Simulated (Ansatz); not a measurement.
Rows from a G0W0 calculation on ZnSnN2 (Pna2_1) (Ansatz 0.2.0; G0W0 on PBE+U, plane waves, PAW; PAW set soft_1; 2×2×2 mesh, 901 empty bands, screening to 150 eV, PAW set soft_1 files), in eV. Spin-orbit coupling is left out.

```
row      Σx     Σc     Vxc     Z
  A  -23.82   3.24  -20.34  0.70
  B  -10.62  -4.62  -15.54  0.73
  C  -11.37  -4.83  -16.61  0.72
  D  -23.52   3.21  -20.07  0.70
  E  -11.33  -3.73  -15.22  0.73
  F  -23.77   3.19  -20.35  0.70
```

**Question.** Which rows are filled states and which are empty ones, and how can one tell?

Filled: A, D and F. Empty: B, C and E. The sign of Σc tells: for a filled state bare exchange, which holds its interaction with itself, lies below Vxc (Σx − Vxc is -3.4 eV or lower here) and screening gives part back as a positive Σc. For an empty state Σx lies above Vxc (+3.9 eV or more) and the Coulomb hole leaves Σc negative.

[Paths, hosts, dates, memory and timing lines, banners, echoed tables and standing remarks are left out of the program output.]

[Logs are printed without paths, hosts, clocks, repeated set-up lines and the standing remarks that a program may print on its own settings, such as how far it seeks lower states.]

[Runs of the session that timed out or met a known fault of the program may be left out.]

[Cells called generated may have been cut or substituted from an entry of the Crystallography Open Database or the Materials Project.]

[Hosts, paths, dates, database ids (printed as entryN), source tags and the programs' standing remarks are cut or masked in the printed files.]
